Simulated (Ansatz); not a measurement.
## A failed many-body run on LaInO3 (Pnma)

Aim: the G0W0 gap of LaInO3 (Pnma). The first input has a fault.

Program: Ansatz 0.2.0. Level of theory: G0W0 on r2SCAN, plane waves, PAW. Results are calculated unless marked as measured.

### Step 1. The starting structure

The structure is orthorhombic, space group Pnma (No. 62). Conventional cell: a = 5.940 Å, b = 8.216 Å, c = 5.723 Å, α = 90.00°, β = 90.00°, γ = 90.00°. Nearest to La lie 8 O at 2.38 to 2.94 Å. Nearest to In lie 6 O at 2.16 to 2.17 Å. O has 2 In at 2.17 Å and 2 La at 2.38 to 2.50 Å nearest. O has 2 In at 2.16 to 2.17 Å and 3 La at 2.40 to 2.94 Å nearest. Farther neighbours and most contacts between anions are not listed.

Geometry: measured cell, ions relaxed with r2SCAN. The runs that relaxed it are not among those shown. Spin-orbit coupling is left out unless a step names it. The default PAW set here is soft_2. Its files were made with PBE.

### Step 2. First try

Contents of input.yaml:

```yaml
crystal:
  lattice:
    - [5.9404, 0.0, 0.0]
    - [0.0, 8.2158, 0.0]
    - [0.0, 0.0, 5.7229]
  atoms:
    - { symbol: La, position: [0.9463878522, 0.25, 0.0153056097] }
    - { symbol: La, position: [0.5536121478, 0.75, 0.5153056097] }
    - { symbol: La, position: [0.4463878522, 0.25, 0.4846943903] }
    - { symbol: La, position: [0.0536121478, 0.75, 0.9846943903] }
    - { symbol: In, position: [0.0, 0.0, 0.5] }
    - { symbol: In, position: [0.5, 0.0, 0.0] }
    - { symbol: In, position: [0.5, 0.5, 0.0] }
    - { symbol: In, position: [0.0, 0.5, 0.5] }
    - { symbol: O, position: [0.0443817441, 0.25, 0.6126999622] }
    - { symbol: O, position: [0.4556182559, 0.75, 0.1126999622] }
    - { symbol: O, position: [0.5443817441, 0.25, 0.8873000378] }
    - { symbol: O, position: [0.9556182559, 0.75, 0.3873000378] }
    - { symbol: O, position: [0.1980525852, 0.0593550042, 0.1955759518] }
    - { symbol: O, position: [0.3019474148, 0.9406449958, 0.6955759518] }
    - { symbol: O, position: [0.6980525852, 0.4406449958, 0.3044240482] }
    - { symbol: O, position: [0.8019474148, 0.5593550042, 0.8044240482] }
    - { symbol: O, position: [0.8019474148, 0.9406449958, 0.8044240482] }
    - { symbol: O, position: [0.6980525852, 0.0593550042, 0.3044240482] }
    - { symbol: O, position: [0.3019474148, 0.5593550042, 0.6955759518] }
    - { symbol: O, position: [0.1980525852, 0.4406449958, 0.1955759518] }
kpoints:
  mp_grid: { grid: [2, 2, 2] }
hamiltonian:
  xc: r2scan
scf:
  occupations: { method: fixed }
gw:
  n_empty_bands: 453
  ecut_chi: 10
  qp_bands: [v4, c4]
  qp_kpoints: band_edges
  screening: { model: contour_deformation }
```

The run is started by

```bash
> ansatz run input.yaml --threads 24 --pin off --max-ram 82944MiB --backend cuda --events-out ev --progress --plain --runs-dir out --devices 1 --max-vram 78GiB
```

Numbers of over 12 decimals in the logs are rounded to 6 here.

Output:

```text
GPUs: using 1 of 1 available (devices: 1).
Engine: ansatz 0.2.0, aarch64-unknown-linux-gnu
Pseudopotentials: kind: paw
Pseudopotential: La, paw, valence charge 11, recommended cutoff 500 eV (meta_gga), La.paw.azcp
Pseudopotential: In, paw, valence charge 13, recommended cutoff 500 eV (meta_gga), In.paw.azcp
Pseudopotential: O, paw, valence charge 6, recommended cutoff 500 eV (meta_gga), O.paw.azcp
Functional definition: r2SCAN
  parameter k0 = 0.174
  parameter k1 = 0.065
  parameter a1 = 4.9479
  exchange = r2scan_x(k0 = k0, k1 = k1, a1 = a1)
  correlation = r2scan_c
[...]
Crystal: 20 atoms, lattice volume = 279.307 Å³
Basis set: ecut = 500 eV, 7101 PW (Γ), exchange–correlation on 180×240×180 points (64 copies of the dense FFT grid, shifted against one another)
Bands: 104, of which v1, the nominal top of the filled ones, is band 84 counted from 1 (83 counted from 0)
Symmetry: 8 space group operations
Space group: Pnma (ITA 62), of the structure as read, at distance tolerance 6.5e-5 Å
k-points: 8
Non-local potential: La, projectors of the file, l = 0: 3, l = 1: 2, l = 2: 2, l = 3: 3
Non-local potential: In, projectors of the file, l = 0: 2, l = 1: 2, l = 2: 2, l = 3: 2
Non-local potential: O, projectors of the file, l = 0: 2, l = 1: 2, l = 2: 1
PAW form: soft (Blöchl's): semilocal exchange-correlation on the pseudo side does not see the compensation charge
PAW frozen core: La, regenerated for the run's functional (the file was generated under x = pbe(κ = 0.804, μ = 0.219515), c = pbe(β = 0.066725))
PAW frozen core: In, regenerated for the run's functional (the file was generated under x = pbe(κ = 0.804, μ = 0.219515), c = pbe(β = 0.066725))
PAW frozen core: O, regenerated for the run's functional (the file was generated under x = pbe(κ = 0.804, μ = 0.219515), c = pbe(β = 0.066725))
PAW one-centre angular grid: La, 974 points (default); XC on 160 Gauss nodes
PAW one-centre angular grid: In, 590 points (default); XC on 289 of its mesh's 2783 points in the sphere
PAW one-centre angular grid: O, 302 points (default); XC on 160 Gauss nodes
Initial density: superposition of atomic densities (neutral atoms: chi_scale 0, normalization atom), corrected by the library's trained network
Initial wavefunctions: pseudopotential atomic-orbital guess
[...]
Functional: x = r2scan, c = r2scan; τ floored in thin density (d = 2e-4 eV/Å³)
SCF iter   1: F=—  HF=-54353.308298 eV  |F-HF|=—  |Δ(HF+E_count)|=         —  Δρ=1.29e-2  dr2=5.35e-1  dr2_τ=7.56e-1  ethr=1.77e-3  ⟨swp⟩=4.8  Hψ=2949  notcnv=0  defer=127
preconditioner: auto → Resta (q_TF=auto, 2.507 Å⁻¹)  ε∞=4.7  [insulator: Δε(μ)=3.625 eV  Ē_g=14.650 eV  n_scr=74 (ndim 8)  ℏωp=28.1 eV  f_vac=0.000  ε∞_Penn≈4.7]
SCF iter   2: F=—  HF=-54353.710882 eV  |F-HF|=—  |Δ(HF+E_count)|=   4.03e-1  Δρ=6.14e-3  dr2=7.13e-2  dr2_τ=1.08e-2  ethr=3.18e-4  ⟨swp⟩=3.5  Hψ=1671  notcnv=0  defer=136
SCF iter   3: F=—  HF=-54353.699122 eV  |F-HF|=—  |Δ(HF+E_count)|=   1.18e-2  Δρ=1.87e-3  dr2=6.45e-3  dr2_τ=7.27e-4  ethr=4.24e-5  ⟨swp⟩=4.1  Hψ=1535  notcnv=0  defer=140
SCF iter   4: F=—  HF=-54353.698944 eV  |F-HF|=—  |Δ(HF+E_count)|=   1.78e-4  Δρ=5.36e-4  dr2=4.20e-4  dr2_τ=8.25e-5  ethr=3.84e-6  ⟨swp⟩=3.6  Hψ=1425  notcnv=0  defer=140
SCF iter   5: F=—  HF=-54353.699049 eV  |F-HF|=—  |Δ(HF+E_count)|=   1.05e-4  Δρ=2.50e-4  dr2=1.43e-4  dr2_τ=2.37e-5  ethr=2.50e-7  ⟨swp⟩=2.0  Hψ=1424  notcnv=0  defer=140
SCF iter   6: F=—  HF=-54353.699031 eV  |F-HF|=—  |Δ(HF+E_count)|=   1.75e-5  Δρ=5.31e-5  dr2=6.00e-6  dr2_τ=7.10e-7  ethr=8.53e-8  ⟨swp⟩=2.0  Hψ=1384  notcnv=0  defer=140
SCF iter   7: F=—  HF=-54353.699034 eV  |F-HF|=—  |Δ(HF+E_count)|=   2.78e-6  Δρ=2.23e-5  dr2=1.37e-6  dr2_τ=9.91e-8  ethr=3.57e-9  ⟨swp⟩=2.4  Hψ=1495  notcnv=0  defer=132
SCF iter   8: F=-54353.699034 eV  HF=-54353.699034 eV  |F-HF|=1.40e-8  |Δ(HF+E_count)|=   1.07e-7  Δρ=4.01e-6  dr2=4.40e-8  dr2_τ=1.31e-9  ethr=5.95e-11  ⟨swp⟩=11.0  Hψ=3922  notcnv=0
SCF 1 converged in 8 iterations: F = -54353.699034 eV  dr2 = 4.40e-8
[...]
SCF converged after 8 iterations
[...]
1    81      9.3878   -25.7647     3.7193   -20.9682  0.8425     8.2985     8.3106  root
     1    82      9.3878   -25.7647     3.7193   -20.9682  0.8425     8.2985     8.3106  root
     1    83      9.4567   -26.2490     3.6090   -21.5895  0.8453     8.3951     8.4062  root
     1    84      9.4567   -26.2490     3.6090   -21.5895  0.8453     8.3951     8.4062  root
     1    85     14.8950   -14.1274    -4.2125   -21.4003  0.8476    18.0811    17.9554  root ?
     1    86     14.8950   -14.1274    -4.2125   -21.4003  0.8476    18.0811    17.9554  root ?
     1    87     15.1966   -18.6395    -6.5391   -30.7935  0.8242    21.6188    20.8114  root ?
     1    88     15.1966   -18.6395    -6.5391   -30.7935  0.8242    21.6188    20.8114  root ?
     2    81      9.3953   -26.1304     3.6867   -21.3779  0.8433     8.3177     8.3295  root
     2    82      9.3953   -26.1304     3.6867   -21.3779  0.8433     8.3177     8.3295  root
     2    83      9.7064   -27.3509     3.4314   -23.0002  0.8500     8.7794     8.7872  root
     2    84      9.7064   -27.3509     3.4314   -23.0002  0.8500     8.7794     8.7872  root
     2    85     14.2441   -12.5926    -3.3088   -17.4712  0.8588    15.8343    15.8138  root
     2    86     14.2441   -12.5926    -3.3088   -17.4712  0.8588    15.8343    15.8138  root
     2    87     15.2003   -18.7679    -6.5506   -30.9427  0.8240    21.6390    20.8246  root ?
     2    88     15.2003   -18.7679    -6.5506   -30.9427  0.8240    21.6390    20.8246  root ?
     3    81      9.3773   -26.1298     3.6215   -21.4632  0.8443     8.3212     8.3322  root
     3    82      9.3773   -26.1298     3.6215   -21.4632  0.8443     8.3212     8.3322  root
     3    83      9.5907   -26.3759     3.6045   -21.7219  0.8462     8.5303     8.5412  root
     3    84      9.5907   -26.3759     3.6045   -21.7219  0.8462     8.5303     8.5412  root
     3    85     15.1125   -15.5266    -5.0134   -24.7111  0.8384    19.5631    19.2836  root ?
     3    86     15.1125   -15.5266    -5.0134   -24.7111  0.8384    19.5631    19.2836  root ?
     3    87     15.1894   -16.9402    -5.8139   -27.7353  0.8301    20.6847    20.1705  root ?
     3    88     15.1894   -16.9402    -5.8139   -27.7353  0.8301    20.6847    20.1705  root ?
[...]
4    85     14.8489   -13.9117    -4.1345   -20.9952  0.8485    17.9093    17.7979  root ?
     4    86     14.8489   -13.9117    -4.1345   -20.9952  0.8485    17.9093    17.7979  root ?
     4    87     15.1747   -18.0210    -6.2788   -29.6879  0.8260    21.2544    20.5629  root ?
     4    88     15.1747   -18.0210    -6.2788   -29.6879  0.8260    21.2544    20.5629  root ?
[...]
6    84      9.3825   -25.9006     3.6585   -21.1795  0.8435     8.3084     8.3201  root
[...]
6    88     15.1424   -16.0675    -5.2387   -25.7122  0.8354    19.8860    19.5485  root ?
     7    81      9.5253   -26.4278     3.6076   -21.7868  0.8455     8.4813     8.4920  root
     7    82      9.5253   -26.4278     3.6076   -21.7868  0.8455     8.4813     8.4920  root
     7    83      9.5253   -26.4278     3.6076   -21.7868  0.8455     8.4813     8.4920  root
     7    84      9.5253   -26.4278     3.6076   -21.7868  0.8455     8.4813     8.4920  root
     7    85     15.2342   -18.9714    -6.6373   -31.2932  0.8234    21.7725    20.9186  root ?
     7    86     15.2342   -18.9714    -6.6373   -31.2932  0.8234    21.7725    20.9186  root ?
     7    87     15.2342   -18.9714    -6.6373   -31.2932  0.8234    21.7725    20.9186  root ?
     7    88     15.2342   -18.9714    -6.6373   -31.2932  0.8234    21.7725    20.9186  root ?
```

The job ended after 9.3 s (1 × NVIDIA GB200 (shared by 2 runs) with 24 threads of Arm Neoverse V2, shared host; peak memory 2.9 GiB).

Q: What is the fault?

The run ended normally, though the input holds a fault or crude settings.

The fault: screening cutoff of 10 eV. Nearly all local fields and short-range correlation are left out.

It printed a gap of 5.67 eV, which is an artefact of the settings.

### Step 3. A better input

Now the one-shot GW correction: screening in the RPA, then the self-energy of the levels asked for.

Edit input.yaml of step 2 so:

```diff
@@ -33,4 +33,4 @@
 gw:
-  n_empty_bands: 453
-  ecut_chi: 10
+  n_empty_bands: 436
+  ecut_chi: 78
   qp_bands: [v4, c4]
```

Output:

```text
GPUs: using 1 of 1 available (devices: 1).
[...]
Crystal: 20 atoms, lattice volume = 279.307 Å³
Basis set: ecut = 500 eV, 7101 PW (Γ), exchange–correlation on 180×240×180 points (64 copies of the dense FFT grid, shifted against one another)
Bands: 104, of which v1, the nominal top of the filled ones, is band 84 counted from 1 (83 counted from 0)
[... 1 set-up line as in the run before ...]
[...]
k-points: 8
[...]
SCF iter   1: F=—  HF=-54353.308298 eV  |F-HF|=—  |Δ(HF+E_count)|=         —  Δρ=1.29e-2  dr2=5.35e-1  dr2_τ=7.56e-1  ethr=1.77e-3  ⟨swp⟩=4.8  Hψ=2949  notcnv=0  defer=127
[...]
SCF iter   8: F=-54353.699034 eV  HF=-54353.699034 eV  |F-HF|=1.40e-8  |Δ(HF+E_count)|=   1.07e-7  Δρ=4.01e-6  dr2=4.40e-8  dr2_τ=1.31e-9  ethr=5.95e-11  ⟨swp⟩=11.0  Hψ=3922  notcnv=0
SCF 1 converged in 8 iterations: F = -54353.699034 eV  dr2 = 4.40e-8
[...]
2    88     15.2003   -18.7679    -8.3723   -30.9427  0.7565    19.4285    19.0029  root ?
[...]
3    85     15.1125   -15.5266    -6.3927   -24.7111  0.7854    18.0572    17.9043  root ?
     3    86     15.1125   -15.5266    -6.3927   -24.7111  0.7854    18.0572    17.9043  root ?
     3    87     15.1894   -16.9402    -7.4705   -27.7353  0.7693    18.8109    18.5140  root ?
     3    88     15.1894   -16.9402    -7.4705   -27.7353  0.7693    18.8109    18.5140  root ?
[...]
7    81      9.5253   -26.4278     4.5492   -21.7868  0.7711     9.4334     9.4336  root
     7    82      9.5253   -26.4278     4.5492   -21.7868  0.7711     9.4334     9.4336  root
     7    83      9.5253   -26.4278     4.5492   -21.7868  0.7711     9.4334     9.4336  root
     7    84      9.5253   -26.4278     4.5492   -21.7868  0.7711     9.4334     9.4336  root
     7    85     15.2342   -18.9714    -8.4784   -31.2932  0.7551    19.5193    19.0775  root ?
     7    86     15.2342   -18.9714    -8.4784   -31.2932  0.7551    19.5193    19.0775  root ?
     7    87     15.2342   -18.9714    -8.4784   -31.2932  0.7551    19.5193    19.0775  root ?
     7    88     15.2342   -18.9714    -8.4784   -31.2932  0.7551    19.5193    19.0775  root ?
[key lines of the parts left out:]
SCF converged after 8 iterations
```

Elapsed: 8.3 s, on 1 × NVIDIA GB200 (shared by 2 runs) with 24 threads; peak memory 3 GiB.

Numbers from this step:

- bands summed: 520
- RPA ε∞ on this mesh (eigenvalues): 4.153, 4.275, 4.377
- plane waves in the screening matrix: 431
- q-points in the mesh: 8
- G0W0 gap on the mesh: 4.442 eV
- k of the valence top: 0, 0, 0
- k of the conduction bottom: 0, 0, 0
- starting gap on the mesh: 3.554 eV
- Z at the valence top: 0.7779
- Z at the conduction bottom: 0.8282
- least direct G0W0 gap on the computed points: 4.442 eV

The gap on the mesh goes from 3.55 eV to 4.44 eV, a correction of +0.89 eV. Between the two edge states, bare exchange in place of the xc potential would open the gap by 8.58 eV, and correlation takes back 7.69 eV.

### Step 4. What came out

```json
{
 "first try": "converged after 9.3 s",
 "better run": "G0W0 gap on the mesh 4.44 eV (2×2×2 mesh, 436 empty bands, screening to 78 eV)"
}
```

What this shows: The second run differs in: empty bands and screening cutoff (eV). Bands and cutoff are finite, so the gap is not at the basis limit. The miss can reach some tenths of an eV and take either sign; the mesh is an error of its own. The 2×2×2 mesh is coarse for this cell (its supercell is 11 Å along the shortest edge). The RPA ε∞ on it, from the r2SCAN start, is 4.15, 4.27 and 4.38; such meshes misread the long-range screening, most where the gap is narrow. Empty 4f levels lie among the conduction bands. Their place in the start is unsure; it enters the screening, and the edge itself where they lie low. The many-body steps are scalar-relativistic: spin-orbit coupling is not in them.

[Paths, hosts, dates, memory and timing lines, banners, echoed tables and standing remarks are left out of the program output.]

[Logs are printed without paths, hosts, clocks, repeated set-up lines and the standing remarks that a program may print on its own settings, such as how far it seeks lower states.]

[Runs of the session that timed out or met a known fault of the program may be left out.]

[Cells called generated may have been cut or substituted from an entry of the Crystallography Open Database or the Materials Project.]

[Hosts, paths, dates, database ids (printed as entryN), source tags and the programs' standing remarks are cut or masked in the printed files.]
